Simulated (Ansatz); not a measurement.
# 2H-WS2 bilayer (AA) in a perpendicular field, part 3 of 4

Wanted: the out-of-plane response of the 2H-WS2 bilayer (AA). A positive field points along +c.

Ansatz 0.2.0; plane-wave DFT, r2SCAN-D4, Ansatz PAW.

So far. Step 8 (Atoms held, field -0.25 V/Å): The dipole is -0.122 e·Å, and the gap 1.409 eV.

## (9) Response, atoms held

This step: plane-wave DFT, r2SCAN-D4, Ansatz PAW; response to a field along the normal, atoms held (Ansatz 0.2.0).

The dipoles give the slope, and the difference of two potentials shows where the field is screened.

Numbers from this step:

| Quantity | Value |
| --- | --- |
| equivalent conductor thickness p/(ε₀AE) | 10.13 Å |
| distance between the outer atoms | 9.982 Å |

Dipole of the cell against applied field:

```
applied field (V/Å)  dipole of the cell (e·Å)
             -0.250                    -0.122
             -0.030                   -0.0146
              0.000                   -3.0e-6
              0.030                    0.0146
              0.150                    0.0732
              0.250                     0.122
```

Local field over the applied field, running mean. From the potentials at -0.03 and 0.03 V/Å; running mean over 2.5 Å. Local field over applied field against z:

```
z (Å)  local field over applied field
  4.5                           0.999
  5.0                           0.997
  5.5                           0.992
  6.0                           0.974
  6.5                           0.928
  7.0                           0.827
  7.5                           0.675
  8.0                           0.502
  8.5                           0.325
  9.0                           0.181
  9.5                          0.0968
 10.0                          0.0615
 10.5                          0.0448
 11.0                          0.0555
 11.5                          0.0812
 12.0                           0.146
 12.5                           0.265
 13.0                           0.409
 13.5                           0.522
 14.0                           0.565
 14.5                           0.519
 15.0                           0.404
 15.5                           0.260
 16.0                           0.142
 16.5                          0.0800
 17.0                          0.0548
 17.5                          0.0451
 18.0                          0.0623
 18.5                          0.0987
 19.0                           0.185
 19.5                           0.331
 20.0                           0.508
 20.5                           0.681
 21.0                           0.832
 21.5                           0.930
 22.0                           0.975
 22.5                           0.992
 23.0                           0.998
 23.5                           0.999
```

Electrons, planar mean, per unit field. The induced electron density by z:

z (Å), induced electron density (e/Å³ per V/Å) and a bar from the least value:
```
      4.5    0.00000 ###############
      5.0    0.00001 ###############
      5.5    0.00003 ###############
      6.0    0.00011 ###############
      6.5    0.00034 ################
      7.0    0.00098 ###################
      7.5    0.00232 #########################
      8.0    0.00359 ##############################
      8.5    0.00202 #######################
      9.0    0.00105 ###################
      9.5    0.00040 #################
     10.0   -0.00061 ############
     10.5   -0.00001 ###############
     11.0    0.00050 #################
     11.5   -0.00004 ###############
     12.0   -0.00102 ###########
     12.5   -0.00137 #########
     13.0   -0.00333 #
     13.5   -0.00215 ######
     14.0    0.00004 ###############
     14.5    0.00223 ########################
     15.0    0.00332 #############################
     15.5    0.00128 ####################
     16.0    0.00103 ###################
     16.5   -0.00001 ###############
     17.0   -0.00049 #############
     17.5    0.00003 ###############
     18.0    0.00063 ##################
     18.5   -0.00047 #############
     19.0   -0.00103 ###########
     19.5   -0.00212 ######
     20.0   -0.00358 
     20.5   -0.00226 #####
     21.0   -0.00095 ###########
     21.5   -0.00033 ##############
     22.0   -0.00010 ###############
     22.5   -0.00003 ###############
     23.0   -0.00001 ###############
     23.5    0.00000 ###############
```

The smaller of the gaps on the path and on the k-mesh, counted as 0 under 0.03 eV. Gap against applied field:

```
applied field (V/Å)  gap (eV)
             -0.250      1.41
             -0.030      1.70
              0.000      1.72
              0.030      1.70
              0.150      1.55
              0.250      1.41
```

By hand: between -0.03 and 0.03 V/Å the dipole changes by 0.02926 e·Å, a slope of 0.4876 e·Å²/V. A perfect conductor of thickness t has p = ε₀AEt, so t = 180.95 × 0.4876 / 8.711 = 10.13 Å (e/ε₀ = 180.95 V·Å, A in Å²).

The induced dipole is that of a conductor 10.13 Å thick.

## (10) Relaxing in the field, field 0.1 V/Å

This step: plane-wave DFT, r2SCAN-D4, Ansatz PAW (Ansatz 0.2.0).

Now the atoms may follow the field. A weak field makes forces of meV/Å to tens of meV/Å, so the force tolerance is set well below the usual one.

Contents of input.yaml:

```yaml
crystal:
  lattice:
    - [3.1714976087, 0.0, 0.0]
    - [-1.5857488043, 2.7465974972, 0.0]
    - [0.0, 0.0, 27.9817302986]
  atoms:
    - { symbol: S, position: [0.3333333333, 0.6666666667, 0.3216384371] }
    - { symbol: W, position: [0.0, 0.0, 0.377433654] }
    - { symbol: S, position: [0.3333333333, 0.6666666667, 0.4332113895] }
    - { symbol: S, position: [0.3333333333, 0.6666666667, 0.5667886105] }
    - { symbol: W, position: [0.0, 0.0, 0.622566346] }
    - { symbol: S, position: [0.3333333333, 0.6666666667, 0.6783615629] }
kpoints:
  mp_grid: { grid: [12, 12, 1] }
hamiltonian:
  xc: r2scan
  dispersion: d4
scf:
  occupations: { method: fermi_dirac, width: 0.02585 }
  convergence: { dr2_threshold: 1.0e-10 }
efield:
  axis: 3
  dipole_correction: true
  ramp_position: 0.97
  ramp_width: 0.06
  amplitude: 0.1
relax:
  f_tol: 0.001
  max_steps: 60
output:
  write_potential: true
  write_density: true
  volumetric_format: npy
```

Started as:

```bash
$ ansatz run input.yaml --threads 4 --pin off --max-ram 6144MiB --backend cpu --events-out ev --progress --plain --runs-dir out
```

Numbers of over 12 decimals in the logs are rounded to 6 here.

The log of the run:

```text
[...]
Crystal: 6 atoms, lattice volume = 243.744 Å³
Basis set: ecut = 500 eV, 6145 PW (Γ), exchange–correlation on 96×96×864 points (64 copies of the dense FFT grid, shifted against one another)
Bands: 32, of which v1, the nominal top of the filled ones, is band 26 counted from 1 (25 counted from 0)
Symmetry: 6 space group operations
k-points: 19 of 144 (time reversal used)
[...]
SCF iter   1: F=—  HF=-24423.845888 eV  |F-HF|=—  |Δ(HF+E_count)|=         —  Δρ=5.94e-3  dr2=1.98e-1  dr2_τ=1.76e-1  ethr=1.77e-3  p=-0.000 e·Å  D=-5.77e-6 V/Å  ΔV_dip=0.00 eV  dr2_dipole=5.81e-2  V_vac-E_F(+/−)=6.38/3.82 eV  ⟨swp⟩=9.6  Hψ=3511  notcnv=0
[...]
SCF iter  14: F=-24423.972030 eV  HF=-24423.972030 eV  |F-HF|=6.18e-11  |Δ(HF+E_count)|=  2.47e-10  Δρ=4.13e-8  dr2=1.11e-11  dr2_τ=6.33e-13  ethr=1.00e-12  p=0.049 e·Å  D=3.62e-2 V/Å  ΔV_dip=-1.01 eV  dr2_dipole=2.32e-12  V_vac-E_F(+/−)=5.62/4.08 eV  ⟨swp⟩=8.8  Hψ=3663  notcnv=0
SCF 1 converged in 14 iterations: F = -24423.972030 eV  dr2 = 1.11e-11
[...]
relax step   1: F+E_penalty+E_count = -24423.97202975 eV  Δ(F+E_penalty+E_count) = +0.000e0 eV  max|allowed force component| = 4.845e-3 eV/Å  Δτ_max = 0.0000 Å  (14 SCF iters, accepted)
[...]
SCF iter   9: F=-24423.972031 eV  HF=-24423.972031 eV  |F-HF|=3.64e-11  |Δ(HF+E_count)|=  1.75e-10  Δρ=9.12e-8  dr2=9.76e-11  dr2_τ=3.82e-12  ethr=1.00e-12  p=0.049 e·Å  D=3.62e-2 V/Å  ΔV_dip=-1.01 eV  dr2_dipole=1.03e-13  V_vac-E_F(+/−)=5.62/4.08 eV  ⟨swp⟩=8.9  Hψ=3877  notcnv=0
SCF 2 converged in 9 iterations: F = -24423.972031 eV  dr2 = 9.76e-11
relax step   2: F+E_penalty+E_count = -24423.97203065 eV  Δ(F+E_penalty+E_count) = -9.008e-7 eV  max|allowed force component| = 1.742e-3 eV/Å  Δτ_max = 0.0022 Å  (9 SCF iters, accepted)
SCF iter   1: F=—  HF=-24423.971787 eV  |F-HF|=—  |Δ(HF+E_count)|=         —  Δρ=6.16e-5  dr2=4.30e-6  dr2_τ=2.16e-4  ethr=8.28e-8  p=0.049 e·Å  D=3.62e-2 V/Å  ΔV_dip=-1.01 eV  dr2_dipole=3.96e-10  V_vac-E_F(+/−)=5.62/4.08 eV  ⟨swp⟩=3.1  Hψ=1590  notcnv=0  defer=27
[...]
SCF iter   8: F=-24423.972031 eV  HF=-24423.972031 eV  |F-HF|=4.73e-11  |Δ(HF+E_count)|=  1.46e-10  Δρ=9.02e-8  dr2=3.17e-11  dr2_τ=1.96e-12  ethr=1.00e-12  p=0.049 e·Å  D=3.62e-2 V/Å  ΔV_dip=-1.01 eV  dr2_dipole=5.15e-13  V_vac-E_F(+/−)=5.62/4.08 eV  ⟨swp⟩=8.5  Hψ=3620  notcnv=0
SCF 3 converged in 8 iterations: F = -24423.972031 eV  dr2 = 3.17e-11
relax step   3: F+E_penalty+E_count = -24423.97203110 eV  Δ(F+E_penalty+E_count) = -4.494e-7 eV  max|allowed force component| = 2.363e-4 eV/Å  Δτ_max = 0.0009 Å  (8 SCF iters, accepted)
[...]
the band table was solved once a step of the walk had ended and its energy, with any forces and stress, was formed, with the checks that follow a solve (3363 applications of the Hamiltonian). They found nothing against the state; the energy, forces and stress were not computed again (output.eigenvalues in the input reference)
[...]
SCF iter   2: F=-24423.972031 eV  HF=-24423.972031 eV  |F-HF|=6.91e-11  |Δ(HF+E_count)|=  4.00e-11  Δρ=4.17e-8  dr2=8.02e-12  dr2_τ=8.78e-13  ethr=1.00e-12  p=0.049 e·Å  D=3.62e-2 V/Å  ΔV_dip=-1.01 eV  dr2_dipole=1.38e-13  V_vac-E_F(+/−)=5.62/4.08 eV  ⟨swp⟩=7.9  Hψ=3416  notcnv=0
SCF 4 converged in 2 iterations: F = -24423.972031 eV  dr2 = 8.02e-12
[...]
SCF converged after 2 iterations
Free energy (F): -24423.972031 eV
[...]
Internal energy: -24423.972031 eV  (E = F + TS)
E sigma→0 (E₀):  -24423.972031 eV
Fermi energy:    2.485502 eV
Dipole field:    D = 0.036209 V/Å  (p = 0.048774 e·Å, saw-weighted, corrected)
Work function:   not extracted (applied field tilts the vacuum); planar V_es + V_field profile in the machine report
[...]
--- Forces (eV/Å), atoms counted from 1 ---
  atom   1  S     -0.00000000    -0.00000000    -0.00022049
  atom   2  W      0.00000000    -0.00000000     0.00021778
  atom   3  S      0.00000000    -0.00000000     0.00002099
  atom   4  S     -0.00000000    -0.00000000    -0.00023667
  atom   5  W     -0.00000000    -0.00000000     0.00017666
  atom   6  S      0.00000000    -0.00000000     0.00004009
  max |Σ_I F_I| component: 1.64e-6 eV/Å
--- Band table (eV; the first three rows and the last of 19) ---
  k-point 0: bands = [... 22 lower, -0.2268, -0.2268, 1.2394, 1.6843, 4.4604, 4.4604, 4.6062, 4.6062, ... 2 higher]
  k-point 1: bands = [... 22 lower, -0.2242, 0.0677, 1.1954, 1.5881, 4.3231, 4.3733, 4.5024, 4.5466, ... 2 higher]
  k-point 2: bands = [... 22 lower, -0.2437, 0.1211, 0.9588, 1.2316, 3.8626, 4.1778, 4.2677, 4.4415, ... 2 higher]
  k-point 18: bands = [... 22 lower, -1.2414, -0.9022, 1.3349, 1.5142, 3.3012, 3.4775, 4.8613, 5.1801, ... 2 higher]
--- Relaxed structure (3 steps of the walk, 3 accepted, 0 SCFs on fresh bases) ---
  F+E_penalty+E_count = -24423.97203110 eV   max|allowed force component| = 2.363e-4 eV/Å
  atoms:
    - { symbol: S, position: [0.333333, 0.666667, 0.321684] }
    - { symbol: W, position: [0, -2.876889622950761e-17, 0.377473] }
    - { symbol: S, position: [0.333333, 0.666667, 0.433255] }
    - { symbol: S, position: [0.333333, 0.666667, 0.566749] }
    - { symbol: W, position: [0, -2.880058757046604e-17, 0.622521] }
    - { symbol: S, position: [0.333333, 0.666667, 0.678319] }
```

The job ended after 33 s (4 threads of Arm Neoverse V2, shared host; peak memory 1 GiB).

No atom moved by 0.005 Å in the relaxation.

Numbers from this step:

| Quantity | Value |
| --- | --- |
| gap on the k-mesh | 1.617 eV |
| dipole along the normal | 0.04877 e·Å |

The relaxation took 3 steps and lowered the energy by 1.4e-6 eV; the largest force on the free atoms ends at 2.4e-4 eV/Å.

The dipole is 0.0488 e·Å, and the gap on the mesh 1.617 eV.

## (11) Field on, atoms free, field -0.1 V/Å

The opposite sign, again from the field-free geometry; the difference of the two cancels what relaxes without a field.

Changes to input.yaml since step 10:

```diff
@@ -25,3 +25,3 @@
   ramp_width: 0.06
-  amplitude: 0.1
+  amplitude: -0.1
 relax:
```

The log of the run:

```text
[...]
Crystal: 6 atoms, lattice volume = 243.744 Å³
Basis set: ecut = 500 eV, 6145 PW (Γ), exchange–correlation on 96×96×864 points (64 copies of the dense FFT grid, shifted against one another)
Bands: 32, of which v1, the nominal top of the filled ones, is band 26 counted from 1 (25 counted from 0)
Symmetry: 6 space group operations
k-points: 19 of 144 (time reversal used)
[...]
F+E_penalty+E_count = -24423.97203110 eV   max|allowed force component| = 2.387e-4 eV/Å
  atoms:
    - { symbol: S, position: [0.333333, 0.666667, 0.321681] }
    - { symbol: W, position: [0, -2.8766555907134557e-17, 0.377479] }
    - { symbol: S, position: [0.333333, 0.666667, 0.433251] }
    - { symbol: S, position: [0.333333, 0.666667, 0.566745] }
    - { symbol: W, position: [0, -2.8798198853657073e-17, 0.622528] }
    - { symbol: S, position: [0.333333, 0.666667, 0.678316] }
[key lines of the parts left out:]
SCF converged after 2 iterations
Free energy (F): -24423.972031 eV
Fermi energy:    2.485500 eV
Dipole field:    D = -0.036209 V/Å  (p = -0.048775 e·Å, saw-weighted, corrected)
```

It took 35 s on 4 threads; peak memory 1 GiB; 2.3 min of CPU time.

Hardly anything moved in the relaxation; the energy changed by under 0.2 meV an atom.

This step gave:

```yaml
dipole_along_the_normal: -0.04877 e·Å
```

The relaxation took 3 steps and lowered the energy by 1.4e-6 eV; the largest force on the free atoms ends at 2.4e-4 eV/Å.

The dipole is -0.0488 e·Å, and the gap on the mesh 1.617 eV.

## (12) Response, atoms relaxed

This step: plane-wave DFT, r2SCAN-D4, Ansatz PAW; response to a field along the normal, atoms relaxed (Ansatz 0.2.0).

The same analysis on the two relaxed runs holds the ionic part too; their mesh is coarser, so small differences from the held value can come from that.

Numbers from this step:

```
distance between the outer atoms : 9.979 Å
```

Table of dipole of the cell by applied field:

```
applied field (V/Å)  dipole of the cell (e·Å)
            -0.1000                   -0.0488
             0.1000                    0.0488
```

Local field over the applied field, running mean. From the potentials at -0.1 and 0.1 V/Å; running mean over 2.5 Å. The local field over applied field by z:

```
z (Å)  local field over applied field
  4.5                           0.999
  5.0                           0.997
  5.5                           0.992
  6.0                           0.974
  6.5                           0.928
  7.0                           0.829
  7.5                           0.675
  8.0                           0.499
  8.5                           0.315
  9.0                           0.175
  9.5                          0.0989
 10.0                          0.0717
 10.5                          0.0534
 11.0                          0.0651
 11.5                          0.0836
 12.0                           0.140
 12.5                           0.254
 13.0                           0.403
 13.5                           0.522
 14.0                           0.570
 14.5                           0.519
 15.0                           0.398
 15.5                           0.249
 16.0                           0.137
 16.5                          0.0829
 17.0                          0.0644
 17.5                          0.0537
 18.0                          0.0726
 18.5                           0.101
 19.0                           0.179
 19.5                           0.322
 20.0                           0.505
 20.5                           0.681
 21.0                           0.834
 21.5                           0.931
 22.0                           0.975
 22.5                           0.992
 23.0                           0.998
 23.5                           0.999
```

Electrons, planar mean, per unit field. Induced electron density against z:

```
z (Å)  induced electron density (e/Å³ per V/Å)
  4.5                                   3.1e-6
  5.0                                   1.0e-5
  5.5                                   3.4e-5
  6.0                                   1.1e-4
  6.5                                   3.4e-4
  7.0                                   9.7e-4
  7.5                                  0.00229
  8.0                                  0.00349
  8.5                                  0.00193
  9.0                                  0.00113
  9.5                                   8.8e-4
 10.0                                   9.3e-4
 10.5                                   1.4e-4
 11.0                                 -0.00104
 11.5                                  -8.4e-4
 12.0                                 -0.00113
 12.5                                 -0.00127
 13.0                                 -0.00311
 13.5                                 -0.00209
 14.0                                   3.9e-5
 14.5                                  0.00217
 15.0                                  0.00310
 15.5                                  0.00121
 16.0                                  0.00116
 16.5                                   8.3e-4
 17.0                                  0.00102
 17.5                                  -1.9e-4
 18.0                                  -9.4e-4
 18.5                                  -9.2e-4
 19.0                                 -0.00111
 19.5                                 -0.00203
 20.0                                 -0.00348
 20.5                                 -0.00224
 21.0                                  -9.4e-4
 21.5                                  -3.3e-4
 22.0                                  -1.0e-4
 22.5                                  -3.2e-5
 23.0                                  -9.8e-6
 23.5                                  -2.9e-6
```

The induced dipole is that of a conductor 10.13 Å thick.

(Continued in part 4 of 4.)

[Logs are printed without paths, hosts, clocks, repeated set-up lines and the standing remarks that a program may print on its own settings, such as how far it seeks lower states.]

[Hosts, paths, dates, database ids (printed as entryN), source tags and the programs' standing remarks are cut or masked in the printed files.]

[Maps of the electrostatic potential energy from Ansatz leave out the sawtooth potential of an applied field or a dipole correction, so their vacuum need not be flat; planar profiles and work functions include it.]
